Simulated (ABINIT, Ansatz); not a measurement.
# Li2SnF6 (P-31m): one start, several treatments of the self-energy

How much does the gap of Li2SnF6 (P-31m) depend on the approximation to the self-energy?

Method: PBEsol and many-body steps on it, plane waves, in ABINIT 10.8.3.

### 1. Set-up

It takes space group P-31m (No. 162, trigonal). The conventional cell has a = 4.910 Å, b = 4.910 Å, c = 4.538 Å, α = 90.00°, β = 90.00°, γ = 120.00°. Nearest to Li lie 6 F at 1.99 Å. Sn has 6 F at 1.99 Å nearest. Nearest to F lie 2 Li at 1.99 Å and 1 Sn at 1.99 Å. Farther neighbours and most contacts between anions are not listed.

As a file:

```cif
data_structure
_symmetry_space_group_name_H-M 'P-31m'
_symmetry_Int_Tables_number 162
_cell_length_a 4.9095
_cell_length_b 4.9095
_cell_length_c 4.5380
_cell_angle_alpha 90.000
_cell_angle_beta 90.000
_cell_angle_gamma 120.000
_cell_volume 94.73
loop_
_atom_site_label
_atom_site_type_symbol
_atom_site_symmetry_multiplicity
_atom_site_Wyckoff_symbol
_atom_site_fract_x
_atom_site_fract_y
_atom_site_fract_z
_atom_site_occupancy
Li1 Li 2 d 0.66667 0.33333 0.50000 1
Sn1 Sn 1 a 0.00000 0.00000 0.00000 1
F1 F 6 k 0.32909 0.32909 0.25503 1
```

The cell and positions are those that the Materials Project relaxed with its own functionals (PBE, PBE+U or r2SCAN), kept fixed.

### 2. Empty states on the mesh, 3×3×2 mesh, 202 bands

This step: ABINIT 10.8.3; DFT, PBEsol, plane waves, norm-conserving pseudopotentials.

The sums over transitions need many empty states on a uniform mesh; this step solves for them.

Contents of run.abi:

```
acell 3*1.0 Angstrom
rprim 
  4.909513934494 -0.000000000024 0.000000000000
  -2.454756967227 4.251763787517 0.000000000000
  0.000000000000 0.000000000000 4.538039080000
ntypat 3
znucl 3 50 9
natom 9
typat 1 1 2 3 3 3 3 3 3
xred 
  0.666666666667 0.333333333333 0.500000000000
  0.333333333333 0.666666666667 0.500000000000
  0.000000000000 0.000000000000 0.000000000000
  0.329091060000 0.329091060000 0.255027190000
  0.670908940000 0.670908940000 0.744972810000
  0.670908940000 0.000000000000 0.255027190000
  0.329091060000 0.000000000000 0.744972810000
  0.000000000000 0.670908940000 0.255027190000
  0.000000000000 0.329091060000 0.744972810000
pp_dirpath "pseudos"
pseudos "Li.upf, Sn.upf, F.upf"
ecut 36
ngkpt 3 3 2
nshiftk 1
shiftk 0 0 0
kptopt 1
chksymbreak 0
iscf -2
irdden 1
istwfk *1
nband 202
nbdbuf 18
tolwfr 1e-09
nstep 60
prtvol 0
indata_prefix "in"
outdata_prefix "out"
tmpdata_prefix "tmp"
```

On the command line:

```console
OMP_NUM_THREADS=1 mpirun -n 4 abinit run.abi > log
```

Numbers of over 12 decimals in the logs are rounded to 6 here.

Log:

```text
.Version 10.8.3 of ABINIT. v10.8.2 released Aug 2026.

 Symmetries : space group P-3 1 m (#162); Bravais hP (primitive hexag.)
[... echo of the input left out ...]
== DATASET  1 ==================================================================
-   mpi_nproc: 4, omp_nthreads: 1 (-1 if OMP is not activated)

--- !DatasetInfo
iteration_state: {dtset: 1, }
dimensions: {natom: 9, nkpt: 6, mband: 202, nsppol: 1, nspinor: 1, nspden: 1, mpw: 6636, }
cutoff_energies: {ecut:  36.0, pawecutdg:  -1.0, }
[...]
2.85976    2.87688    2.88119    2.88119    2.90909    2.90909    2.91248    2.95718
   2.96933    2.96960    2.97037    2.97306    2.97657    2.98121    2.98344    2.98463
   2.98916    2.99305
 prteigrs : prtvol=0 or 1, do not print more k-points.

== END DATASET(S) ==============================================================
================================================================================

 -outvars: echo values of variables after computation  --------
            nband         202
             nkpt           6
          spgroup         162
 [... the other variables as echoed above ...]

 Calculation completed.
```

Run time: 2.8 min. Hardware: 4 MPI ranks of Arm Neoverse N1, shared host; peak memory 0.46 GiB; 11 min of CPU time.

This step gave:

| Property | Result |
| --- | --- |
| gap | 5.229 eV |
| k of the valence top | 0.3333, 0, 0 |
| k of the conduction bottom | 0, 0, 0 |
| least direct gap | 5.249 eV |
| k points computed | 6 |
| lowest point of the top converged band, above the valence top | 76.7443 eV |

On this mesh the gap is 5.229 eV.

The density comes from a self-consistent run that is not shown.

### 3. Screening, 3×3×2 mesh, 93 bands, screening to 114.3 eV

The RPA dielectric matrix is built and inverted for each q.

This step: RPA screening on PBEsol, plane waves, norm-conserving pseudopotentials.

Edit run.abi of step 2 so:

```diff
@@ -27,10 +27,11 @@
 chksymbreak 0
-iscf -2
-irdden 1
 istwfk *1
-nband 202
-nbdbuf 18
-tolwfr 1e-09
-nstep 60
-prtvol 0
+occopt 1
+irdwfk 1
+optdriver 3
+nband 93
+ecuteps 4.2
+inclvkb 2
+awtr 1
+symchi 1
 indata_prefix "in"
```

Log:

```text
.Version 10.8.3 of ABINIT. v10.8.2 released Aug 2026.

 Symmetries : space group P-3 1 m (#162); Bravais hP (primitive hexag.)
[... echo of the input left out ...]
== DATASET  1 ==================================================================
-   mpi_nproc: 4, omp_nthreads: 1 (-1 if OMP is not activated)

--- !DatasetInfo
iteration_state: {dtset: 1, }
dimensions: {natom: 9, nkpt: 6, mband: 93, nsppol: 1, nspinor: 1, nspden: 1, mpw: 6636, }
cutoff_energies: {ecut:  36.0, pawecutdg:  -1.0, }
electrons: {nelect:   6.20000000E+01, charge:   0.00000000E+00, occopt:   1.00000000E+00, tsmear:   1.00000000E-02, }

 SCREENING: Calculation of the susceptibility and dielectric matrices

 Based on a program developped by R.W. Godby, V. Olevano, G. Onida, and L. Reining.
 Incorporated in ABINIT by V. Olevano, G.-M. Rignanese, and M. Torrent.
.Using double precision arithmetic ; gwpc =  8

[... cell and pseudopotentials left out ...]
--------------------------------------------------------------------------------

 ==== K-mesh for the wavefunctions ====
 Number of points in the irreducible wedge :     6
[... list of points left out ...]
 Together with 12 symmetry operations and time-reversal symmetry
 yields    18 points in the full Brillouin Zone.

 ==== Q-mesh for the screening function ====
 Number of points in the irreducible wedge :     6
[... list of points left out ...]
 Together with 12 symmetry operations and time-reversal symmetry
 yields    18 points in the full Brillouin Zone.

 setmesh: FFT mesh size selected  =    30x   30x   32
          total number of points  =        28800

 vcoul_init : cutoff-mode = AUXILIARY_FUNCTION
 q-points for optical limit:   1
     1)      0.000010    0.000020    0.000030

- screening: taking advantage of time-reversal symmetry
- Maximum band index for partially occupied states nbvw = 31
- Remaining bands to be divided among processors   nbcw = 62
- Number of bands treated by each node ~15

 Number of electrons calculated from density =   62.0000; Expected =   62.0000
 average of density, n =  0.096988
 r_s =    1.3502
 omega_plasma =   30.0411 [eV]

 calculating chi0 at frequencies [eV] :
  1    0.000000E+00    0.000000E+00
  2    0.000000E+00    3.004106E+01

--------------------------------------------------------------------------------
  q-point number  1        q = ( 0.000000, 0.000000, 0.000000) [r.l.u.]
--------------------------------------------------------------------------------
[... chi0 elements left out ...]
 For q-point:  0.000010 0.000020 0.000030
  dielectric constant =   2.2156
  dielectric constant without local fields =   2.3765

  Average fulfillment of the sum rule on Im[epsilon] for q-point    1 :     34.88  [%]
[... wings left out ...]
  q-point number  2        q = ( 0.333333, 0.000000, 0.000000) [r.l.u.]
--------------------------------------------------------------------------------
[... chi0 elements left out ...]
  Average fulfillment of the sum rule on Im[epsilon] for q-point    2 :     44.38  [%]

 [... 4 further q-points ...]
```

It took 59 s on 4 MPI ranks; peak memory 1.1 GiB; 3.9 min of CPU time.

This step gave:

- ε∞ with local fields, on this mesh, along the program's q direction: 2.216
- the same without local fields: 2.377
- plasma frequency: 30.04 eV
- plane waves in the screening matrix: 253

Local fields lower ε∞ by 7 %. On a Γ-centred mesh this coarse the value itself is usually too large, while a short band sum pulls it down.

### 4. G0W0, Godby-Needs plasmon pole

The self-energy is evaluated for the states that the input lists, and the levels follow from it, in one-shot runs by the linearised quasiparticle equation.

This step: G0W0 on PBEsol, plane waves, norm-conserving pseudopotentials.

Edit run.abi of step 3 so:

```diff
@@ -30,8 +30,17 @@
 irdwfk 1
-optdriver 3
+optdriver 4
 nband 93
+gwcalctyp 0
+ecutsigx 36
+symsigma 1
+nkptgw 2
+kptgw 
+  0.3333333333 0.0000000000 0.0000000000
+  0.0000000000 0.0000000000 0.0000000000
+bdgw 
+  30 33
+  29 33
 ecuteps 4.2
-inclvkb 2
-awtr 1
-symchi 1
+irdscr 1
+ppmodel 1
 indata_prefix "in"
```

Log:

```text
.Version 10.8.3 of ABINIT. v10.8.2 released Aug 2026.

 Symmetries : space group P-3 1 m (#162); Bravais hP (primitive hexag.)
[... echo of the input left out ...]
== DATASET  1 ==================================================================
-   mpi_nproc: 4, omp_nthreads: 1 (-1 if OMP is not activated)

--- !DatasetInfo
iteration_state: {dtset: 1, }
dimensions: {natom: 9, nkpt: 6, mband: 93, nsppol: 1, nspinor: 1, nspden: 1, mpw: 6636, }
cutoff_energies: {ecut:  36.0, pawecutdg:  -1.0, }
electrons: {nelect:   6.20000000E+01, charge:   0.00000000E+00, occopt:   1.00000000E+00, tsmear:   1.00000000E-02, }

 SIGMA: Calculation of the GW corrections

 Based on a program developped by R.W. Godby, V. Olevano, G. Onida, and L. Reining.
 Incorporated in ABINIT by V. Olevano, G.-M. Rignanese, and M. Torrent.
.Using double precision arithmetic ; gwpc =  8

[... cell and pseudopotentials left out ...]
--------------------------------------------------------------------------------

 ==== K-mesh for the wavefunctions ====
 Number of points in the irreducible wedge :     6
[... list of points left out ...]
 Together with 12 symmetry operations and time-reversal symmetry
 yields    18 points in the full Brillouin Zone.

 ==== Q-mesh for screening function ====
 Number of points in the irreducible wedge :     6
[... list of points left out ...]
 Together with 12 symmetry operations and time-reversal symmetry
 yields    18 points in the full Brillouin Zone.

 vcoul_init : cutoff-mode = AUXILIARY_FUNCTION
 q-points for optical limit:   1
     1)      0.000010    0.000020    0.000030
 setmesh: FFT mesh size selected  =    45x   45x   48
          total number of points  =        97200

 Number of electrons calculated from density =   62.0000; Expected =   62.0000
 average of density, n =  0.096988
 r_s =    1.3502
 omega_plasma =   30.0411 [eV]

 === KS Band Gaps ===
  >>>> For spin  1
   Minimum direct gap =   5.2491 [eV], located at k-point      :   0.0000  0.0000  0.0000
   Fundamental gap    =   5.2291 [eV], Top of valence bands at :   0.3333  0.0000  0.0000
                                       Bottom of conduction at :   0.0000  0.0000  0.0000
 SIGMA fundamental parameters:
 PLASMON POLE MODEL  1
 number of plane-waves for SigmaX                 6587
 number of plane-waves for SigmaC and W            253
 number of plane-waves for wavefunctions          6587
 number of bands                                    93
 number of independent spin polarizations            1
 number of spinorial components                      1
 number of k-points in IBZ                           6
 number of q-points in IBZ                           6
 number of symmetry operations                      12
 number of k-points in BZ                           18
 number of q-points in BZ                           18
 number of frequencies for dSigma/dE                 9
 frequency step for dSigma/dE [eV]                0.25
 number of omega for Sigma on real axis              0
 max omega for Sigma on real axis  [eV]           0.00
 zcut for avoiding poles [eV]                     0.10

 EPSILON^-1 parameters (SCR file):
 dimension of the eps^-1 matrix on file            253
 dimension of the eps^-1 matrix used               253
 number of plane-waves for wavefunctions          6587
 number of bands                                    93
 number of q-points in IBZ                           6
 number of frequencies                               2
 number of real frequencies                          1
 number of imag frequencies                          1

 matrix elements of self-energy operator (all in [eV])

 Perturbative Calculation

--- !SelfEnergy_ee
iteration_state: {dtset: 1, }
kpoint     : [   0.333,    0.000,    0.000, ]
spin       : 1
KS_gap     :    6.037
QP_gap     :   10.322
Delta_QP_KS:    4.285
data: !SigmaeeData |
     Band     E0 <VxcDFT>   SigX SigC(E0)      Z dSigC/dE  Sig(E)    E-E0       E
       30  -0.842 -22.670 -30.547   5.497   0.813  -0.231 -24.604  -1.934  -2.776
       31  -0.698 -22.820 -30.754   5.561   0.812  -0.231 -24.747  -1.927  -2.625
       32   5.339 -18.184 -13.495  -1.951   0.861  -0.161 -15.826   2.358   7.697
       33   9.720 -14.006  -8.909  -2.617   0.872  -0.146 -11.843   2.163  11.883

--- !SelfEnergy_ee
iteration_state: {dtset: 1, }
kpoint     : [   0.000,    0.000,    0.000, ]
spin       : 1
KS_gap     :    5.249
QP_gap     :    9.264
Delta_QP_KS:    4.015
data: !SigmaeeData |
     Band     E0 <VxcDFT>   SigX SigC(E0)      Z dSigC/dE  Sig(E)    E-E0       E
       29  -0.854 -22.768 -30.553   5.440   0.813  -0.230 -24.674  -1.906  -2.760
       30  -0.854 -22.768 -30.553   5.440   0.813  -0.230 -24.674  -1.906  -2.760
       31  -0.718 -22.877 -30.733   5.514   0.812  -0.231 -24.780  -1.903  -2.621
       32   4.531 -16.624 -12.130  -2.063   0.869  -0.151 -14.512   2.112   6.643
       33  10.132 -12.029  -6.840  -2.878   0.882  -0.134  -9.991   2.039  12.171

== END DATASET(S) ==============================================================
================================================================================

 -outvars: echo values of variables after computation  --------
           etotal      0.0000000000E+00
            nband          93
             nkpt           6
          spgroup         162
 [... the other variables as echoed above ...]

 Calculation completed.
```

Run time: 16 s. Hardware: 4 MPI ranks; peak memory 0.88 GiB; 65 s of CPU time.

Numbers from this step:

```
G0W0 gap on the points computed              : 9.264 eV
starting gap on the mesh                     : 5.229 eV
k of the valence top                         : 0, 0, 0
k of the conduction bottom                   : 0, 0, 0
Z at the valence top                         : 0.812
Z at the conduction bottom                   : 0.869
least direct G0W0 gap on the computed points : 9.264 eV
```

The gap on the mesh goes from 5.23 eV to 9.26 eV, a correction of +4.03 eV.

### 5. G0W0, Hybertsen-Louie plasmon pole

Edit run.abi of step 4 so:

```diff
@@ -44,3 +44,3 @@
 irdscr 1
-ppmodel 1
+ppmodel 2
 indata_prefix "in"
```

Log:

```text
.Version 10.8.3 of ABINIT. v10.8.2 released Aug 2026.

 Symmetries : space group P-3 1 m (#162); Bravais hP (primitive hexag.)
[... echo of the input left out ...]
== DATASET  1 ==================================================================
-   mpi_nproc: 4, omp_nthreads: 1 (-1 if OMP is not activated)

--- !DatasetInfo
iteration_state: {dtset: 1, }
dimensions: {natom: 9, nkpt: 6, mband: 93, nsppol: 1, nspinor: 1, nspden: 1, mpw: 6636, }
cutoff_energies: {ecut:  36.0, pawecutdg:  -1.0, }
electrons: {nelect:   6.20000000E+01, charge:   0.00000000E+00, occopt:   1.00000000E+00, tsmear:   1.00000000E-02, }

 SIGMA: Calculation of the GW corrections

 Based on a program developped by R.W. Godby, V. Olevano, G. Onida, and L. Reining.
 Incorporated in ABINIT by V. Olevano, G.-M. Rignanese, and M. Torrent.
.Using double precision arithmetic ; gwpc =  8

[... cell and pseudopotentials left out ...]
--------------------------------------------------------------------------------

 ==== K-mesh for the wavefunctions ====
 Number of points in the irreducible wedge :     6
[... list of points left out ...]
 Together with 12 symmetry operations and time-reversal symmetry
 yields    18 points in the full Brillouin Zone.

 ==== Q-mesh for screening function ====
 Number of points in the irreducible wedge :     6
[... list of points left out ...]
 Together with 12 symmetry operations and time-reversal symmetry
 yields    18 points in the full Brillouin Zone.

 vcoul_init : cutoff-mode = AUXILIARY_FUNCTION
 q-points for optical limit:   1
     1)      0.000010    0.000020    0.000030
 setmesh: FFT mesh size selected  =    45x   45x   48
          total number of points  =        97200

 Number of electrons calculated from density =   62.0000; Expected =   62.0000
[...]
number of omega for Sigma on real axis              0
 max omega for Sigma on real axis  [eV]           0.00
 zcut for avoiding poles [eV]                     0.10

 EPSILON^-1 parameters (SCR file):
 dimension of the eps^-1 matrix on file            253
 dimension of the eps^-1 matrix used               253
 number of plane-waves for wavefunctions          6587
 number of bands                                    93
 number of q-points in IBZ                           6
 number of frequencies                               2
 number of real frequencies                          1
 number of imag frequencies                          1

 matrix elements of self-energy operator (all in [eV])

 Perturbative Calculation

--- !SelfEnergy_ee
iteration_state: {dtset: 1, }
kpoint     : [   0.333,    0.000,    0.000, ]
spin       : 1
KS_gap     :    6.037
QP_gap     :   11.092
Delta_QP_KS:    5.055
data: !SigmaeeData |
     Band     E0 <VxcDFT>   SigX SigC(E0)      Z dSigC/dE  Sig(E)    E-E0       E
       30  -0.842 -22.670 -30.547   4.804   0.891  -0.122 -25.410  -2.740  -3.582
       31  -0.698 -22.820 -30.754   4.860   0.891  -0.122 -25.560  -2.740  -3.438
       32   5.339 -18.184 -13.495  -2.150   0.912  -0.096 -15.868   2.316   7.654
[...]
--- !SelfEnergy_ee
iteration_state: {dtset: 1, }
kpoint     : [   0.000,    0.000,    0.000, ]
spin       : 1
KS_gap     :    5.249
QP_gap     :    9.962
Delta_QP_KS:    4.713
data: !SigmaeeData |
     Band     E0 <VxcDFT>   SigX SigC(E0)      Z dSigC/dE  Sig(E)    E-E0       E
[...]
32   4.531 -16.624 -12.130  -2.296   0.915  -0.093 -14.612   2.012   6.543
       33  10.132 -12.029  -6.840  -2.984   0.923  -0.083  -9.993   2.036  12.168

== END DATASET(S) ==============================================================
================================================================================

 -outvars: echo values of variables after computation  --------
           etotal      0.0000000000E+00
            nband          93
             nkpt           6
          spgroup         162
 [... the other variables as echoed above ...]

 Calculation completed.
```

The job ended after 16 s (4 MPI ranks; peak memory 0.87 GiB; 65 s of CPU time).

Numbers from this step:

| Item | Value |
| --- | --- |
| G0W0 gap on the points computed | 9.963 eV |
| starting gap on the mesh | 5.229 eV |
| k of the valence top | 0, 0, 0 |
| k of the conduction bottom | 0, 0, 0 |
| Z at the valence top | 0.891 |
| Z at the conduction bottom | 0.915 |
| least direct G0W0 gap on the computed points | 9.963 eV |

Against G0W0 in ABINIT (3×3×2 mesh, 93 bands, screening to 114.3 eV, Godby-Needs plasmon pole), the gap moves by +0.699 eV.

### 6. G0W0, von der Linden-Horsch plasmon pole

Edit run.abi of step 5 so:

```diff
@@ -44,3 +44,3 @@
 irdscr 1
-ppmodel 2
+ppmodel 3
 indata_prefix "in"
```

Log:

```text
.Version 10.8.3 of ABINIT. v10.8.2 released Aug 2026.

 Symmetries : space group P-3 1 m (#162); Bravais hP (primitive hexag.)
[... echo of the input left out ...]
== DATASET  1 ==================================================================
-   mpi_nproc: 4, omp_nthreads: 1 (-1 if OMP is not activated)

--- !DatasetInfo
iteration_state: {dtset: 1, }
dimensions: {natom: 9, nkpt: 6, mband: 93, nsppol: 1, nspinor: 1, nspden: 1, mpw: 6636, }
cutoff_energies: {ecut:  36.0, pawecutdg:  -1.0, }
[...]
Band     E0 <VxcDFT>   SigX SigC(E0)      Z dSigC/dE  Sig(E)    E-E0       E
[...]
32   4.531 -16.624 -12.130  -2.126   0.921  -0.086 -14.444   2.181   6.712
       33  10.132 -12.029  -6.840  -2.961   0.934  -0.070  -9.948   2.082  12.213

== END DATASET(S) ==============================================================
================================================================================

 -outvars: echo values of variables after computation  --------
           etotal      0.0000000000E+00
            nband          93
             nkpt           6
          spgroup         162
 [... the other variables as echoed above ...]

 Calculation completed.
```

It took 10 s on 4 MPI ranks; peak memory 0.87 GiB.

This step gave:

```
G0W0 gap on the points computed              : 9.55 eV
starting gap on the mesh                     : 5.229 eV
k of the valence top                         : 0, 0, 0
k of the conduction bottom                   : 0, 0, 0
least direct G0W0 gap on the computed points : 9.55 eV
```

Against G0W0 in ABINIT (3×3×2 mesh, 93 bands, screening to 114.3 eV, Godby-Needs plasmon pole), the gap moves by +0.286 eV.

(Continued in part 2 of 2.)

[Paths, hosts, dates, memory and timing lines, banners, echoed tables and standing remarks are left out of the program output.]

[Logs are printed without paths, hosts, clocks, repeated set-up lines and the standing remarks that a program may print on its own settings, such as how far it seeks lower states.]

[Runs of the session that timed out or met a known fault of the program may be left out.]

[No measured gap is set beside runs whose start may be inverted or whose files or cutoffs have a known fault.]

[Hosts, paths, dates, database ids (printed as entryN), source tags and the programs' standing remarks are cut or masked in the printed files.]

[G0W0 gaps are taken among the corrected bands and points alone; a level outside them can change the order at an edge.]

[Where Ansatz stands beside ABINIT at settings called matched, ABINIT's density can come from a denser mesh and the files from another edition; pairs whose starting gaps differed by over 0.03 eV were left out, so agreement reads better than it is.]
